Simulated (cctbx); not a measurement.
## Ba14LiMn: as given, inverted or twinned?

Space group P-6m2 (no. 187), a = 8.3090 Å, b = 8.3090 Å, c = 13.0950 Å, α = 90.00°, β = 90.00°, γ = 120.00°.

```
atom  mult.       x       y       z  Ueq (Å²)
 Ba1      2     2/3     1/3  0.7520    0.0037
 Ba2      6  0.6774  0.8387  0.7493    0.0027
 Ba3      3  0.4965  0.5035     1/2    0.0042
 Ba4      3  0.4989  0.5011       0    0.0045
 Mn1      1       0       0       0    0.0050
 Li1      1       0       0     1/2    0.0098
```

This is a model crystal, built by substitution and not relaxed, with assumed displacement parameters.

Data sets are simulated with cctbx and refined with Bijvoet mates kept apart; Flack x is then fitted as the share of an inverted twin with the atoms fixed, Hooft y from the Bijvoet differences. The group is acentric but holds improper operations, so there is an absolute structure (orientation) and no hand.

Untwinned crystal. What Flack and Hooft values should come out?

```
  λ (Å)  extinction (unmodelled)  d min (Å)  top counts  error (%)     model      R1  Flack x  s.u.  Hooft y   s.u.  pairs
0.71073                        0       0.77       70000        1.5  as given  0.0076    -0.20   0.3   -0.136  0.140    340
0.71073                        0       0.77       70000        1.5  inverted  0.0080     1.20   0.3    1.147  0.143    340
1.54184                        0       0.83       70000          2  as given  0.0115     0.00   0.2    0.019  0.079    272
```

With Mo Kα, the s.u. is too large to fix the absolute structure. With Cu Kα, the s.u. is too large to fix the absolute structure. Inverting the model turns x into about 1 − x.

[Logs are printed without paths, hosts, clocks, repeated set-up lines and the standing remarks that a program may print on its own settings, such as how far it seeks lower states.]
